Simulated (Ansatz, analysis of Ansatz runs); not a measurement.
# Migration in MgB2C2 (Pnnm): Mg_i hop between interstitial places, charge +2, part 4 of 4

How high is the barrier when Mg changes place in MgB2C2 (Pnnm)? The case: Mg_i hop between interstitial places, charge +2, in a cell of 60 host atoms with 1 Mg put in.

Ansatz 0.2.0; plane-wave PAW DFT, PBEsol; nudged elastic band between two relaxed defect structures at fixed charge in a uniform background.

So far: Set-up; Relaxation of the start point, charge +2; Relaxation of the end point, charge +2; Nudged elastic band, charge +2.

### 4. Nudged elastic band, charge +2 (continued)

Images along the path:

```
image  path (Å)  energy (eV)     Mg61: x, y, z (Å)
    0     0.000       0.0000  -2.307, 7.173, 1.386
    1     0.548       0.2492  -2.310, 7.174, 1.747
    2     1.095       0.8472  -2.309, 7.173, 2.233
    3     1.642       1.1903  -2.306, 7.172, 2.766
    4     2.190       0.8474  -2.302, 7.170, 3.300
    5     2.737       0.2494  -2.303, 7.169, 3.785
    6     3.285       0.0000  -2.306, 7.172, 4.147
```

Numbers from this step:

```yaml
free_energy: -34466.0722 eV
barrier_forward: 1.190 eV
barrier_backward: 1.190 eV
end_less_start: -2.89e-5 eV
hop_length: 2.762 Å
```

Track of the atom that was set to move:

```
image   x (Å)  y (Å)  z (Å)  nearest neighbour  distance (Å)
    0  -2.307  7.173  1.386                  C         2.142
    1   -2.31  7.174  1.747                  C         2.159
    2  -2.309  7.173  2.233                  B         2.083
    3  -2.306  7.172  2.766                  B         2.044
    4  -2.302   7.17    3.3                  B         2.083
    5  -2.303  7.169  3.785                  C         2.159
    6  -2.306  7.172  4.147                  C         2.142
```

The band met its tolerance of 0.05 eV/Å after 19 iterations, with image 3 on top (the start counts as 0). Mg61, which moves farthest between the ends, has 2 C at 2.14 Å and 4 B at 2.30 Å nearest at the start and 2 B at 2.04 Å and 2 C at 2.24 Å at the top.

### 5. Single point at the start point, r2SCAN

Three single points with a meta-GGA, at its higher cutoff of 500 eV, show what it does to the barrier on the path found. The start is shown; top and end are run alike.

This step: plane-wave PAW DFT, r2SCAN; single point of a defect supercell on a structure of the PBEsol path.

qp2.start.r2scan/input.yaml reads:

```yaml
crystal:
  lattice:
    - [4.61704896, 7.1710112, 0.0]
    - [-4.61704896, 7.1710112, 0.0]
    - [0.0, 0.0, 8.29768847]
  atoms:
    - { symbol: Mg, position: [0.01348902, 0.49049436, 0.16710282] }
    - { symbol: Mg, position: [0.4870874, 0.00927167, 0.16668917] }
[... 11 atom lines left out ...]
    - { symbol: C, position: [0.51478316, 0.71205664, 0.16697144] }
[... 1 atom line left out ...]
    - { symbol: C, position: [0.98583462, 0.78771199, 0.16687811] }
[... 6 atom lines left out ...]
    - { symbol: Mg, position: [-0.03660045, 0.01955267, 0.33773681] }
    - { symbol: Mg, position: [0.53710262, 0.48022403, 0.33732394] }
[... 2 atom lines left out ...]
    - { symbol: B, position: [0.18873757, 0.06538263, 0.50028567] }
[... 1 atom line left out ...]
    - { symbol: B, position: [0.4372138, 0.8009876, 0.33764127] }
[... 1 atom line left out ...]
    - { symbol: B, position: [0.0635008, 0.69885885, 0.3378052] }
[... 2 atom lines left out ...]
    - { symbol: C, position: [0.51410669, 0.71569231, 0.50154256] }
[... 1 atom line left out ...]
    - { symbol: C, position: [0.98654421, 0.78403849, 0.50158825] }
    - { symbol: C, position: [0.22320541, 0.51637762, 0.33266249] }
[... 1 atom line left out ...]
    - { symbol: C, position: [0.27736321, 0.98332601, 0.33274338] }
[... 21 atom lines left out ...]
    - { symbol: Mg, position: [0.25029263, 0.74997067, 0.16697495] }
total_charge: 2
basis:
  ecutwfc: 500
  xc_grid: 2
hamiltonian:
  xc: r2scan
kpoints:
  mp_grid: { grid: [1, 1, 1], shift: [0.25, 0.25, 0.25] }
scf:
  occupations: { method: fixed }
  max_iter: 60
output:
  forces: true
  eigenvalues: true
checkpoint:
  write: "../qp2.start.r2scan.run"
  compress: false
  write_wavefunctions: false
  write_every: 100000
```

Launch:

```bash
> ansatz run input.yaml --threads 4 --pin off --max-ram 7536MiB --backend cpu --events-out ev --progress --plain --runs-dir out
```

Numbers of over 12 decimals in the logs are rounded to 6 here.

Log:

```text
[...]
Crystal: 61 atoms, lattice volume = 549.455 Å³
Basis set: ecut = 500 eV, 13961 PW (Γ), exchange–correlation on 128×128×128 points (8 copies of the dense FFT grid, shifted against one another)
Bands: 209, of which v1, the nominal top of the filled ones, is band 148 counted from 1 (147 counted from 0)
Symmetry: 1 space group operations
[...]
k-points: 1
[...]
SCF iter   1: F=—  HF=-34870.676463 eV  |F-HF|=—  |Δ(HF+E_count)|=         —  Δρ=2.15e-2  dr2=1.83e0  dr2_τ=7.36e0  ethr=1.77e-3  ⟨swp⟩=6.0  Hψ=710  notcnv=0  defer=55
[...]
SCF iter   8: F=-34871.550062 eV  HF=-34871.550062 eV  |F-HF|=2.10e-9  |Δ(HF+E_count)|=   8.16e-8  Δρ=2.72e-6  dr2=4.20e-8  dr2_τ=2.92e-9  ethr=3.38e-11  ⟨swp⟩=13.0  Hψ=820  notcnv=0
SCF 1 converged in 8 iterations: F = -34871.550062 eV  dr2 = 4.20e-8
[...]
SCF converged after 8 iterations
Free energy (F): -34871.550062 eV
[...]
Internal energy: -34871.550062 eV  (E = F + TS)
E sigma→0 (E₀):  -34871.550062 eV
Fermi energy:    8.151792 eV
[...]
--- Forces (eV/Å), atoms counted from 1 ---
  atom   1  Mg    -0.01716409    -0.00334937    -0.00100505
  atom   2  Mg     0.01822627     0.00663854     0.00394487
  [... 11 atoms left out ...]
  atom  14  C      0.03733191    -0.07348126    -0.00671207
  [... 1 atom left out ...]
  atom  16  C     -0.04155144     0.07349067     0.00111305
  [... 6 atoms left out ...]
  atom  23  Mg     0.01098776     0.00484590     0.00644087
  [... 5 atoms left out ...]
  atom  29  B     -0.02421056    -0.00601540     0.08220036
  [... 1 atom left out ...]
  atom  31  B      0.02531494     0.00302095     0.07297350
  [... 2 atoms left out ...]
  atom  34  C      0.04775333    -0.01044761    -0.04393733
  [... 1 atom left out ...]
  atom  36  C     -0.04957223     0.01006922    -0.03782801
  atom  37  C     -0.05887048    -0.02547501    -0.02886674
  [... 1 atom left out ...]
  atom  39  C      0.05956246     0.02426013    -0.02989263
  [... 21 atoms left out ...]
  atom  61  Mg     0.00083733    -0.00370803    -0.00076701
  max |Σ_I F_I| component: 1.29e-3 eV/Å
--- Band table (eV) ---
[...]
```

Run time: 5.6 s. Hardware: 4 threads of Intel Xeon Platinum 8488C (Sapphire Rapids), shared host; peak memory 1.3 GiB; 21 s of CPU time.

This step gave:

| Item | Value |
| --- | --- |
| free energy | -34871.5501 eV |

### 6. Barrier from single points, r2SCAN

Analysis of the runs above: barrier from r2SCAN single points on the PBEsol path.

It gives:

- barrier forward: 1.263 eV
- barrier backward: 1.264 eV
- end less start: -7.10e-4 eV

This gives 1.263 eV against the band's 1.190 eV.

### 7. Results

| Item | Value |
| --- | --- |
| barrier forward | 1.19 eV |
| barrier backward | 1.19 eV |
| end less start | 0.00 eV |
| hop length | 2.76 Å |
| band iterations, as the log counts them | 19 |
| barrier from single points, r2SCAN | 1.26 eV |

In words: The top of the band lies 1.19 eV above the start and 1.19 eV above the end, which are alike in energy and neighbours. With an assumed prefactor of 1e13 per second it gives one hop a second along this one path at about 460 K; whether such hops link up through the crystal wasn't checked. Across functionals on this path (PBEsol 1.190 and r2SCAN 1.263 eV) the forward values spread by 0.073 eV. No image-charge correction is applied; it largely cancels along a path if the charge stays localised alike. What this leaves open: one k-point off the zone centre stands for the whole zone; periodic copies of the defect are only 8.3 Å apart.

[Logs are printed without paths, hosts, clocks, repeated set-up lines and the standing remarks that a program may print on its own settings, such as how far it seeks lower states.]

[Hosts, paths, dates, database ids (printed as entryN), source tags and the programs' standing remarks are cut or masked in the printed files.]
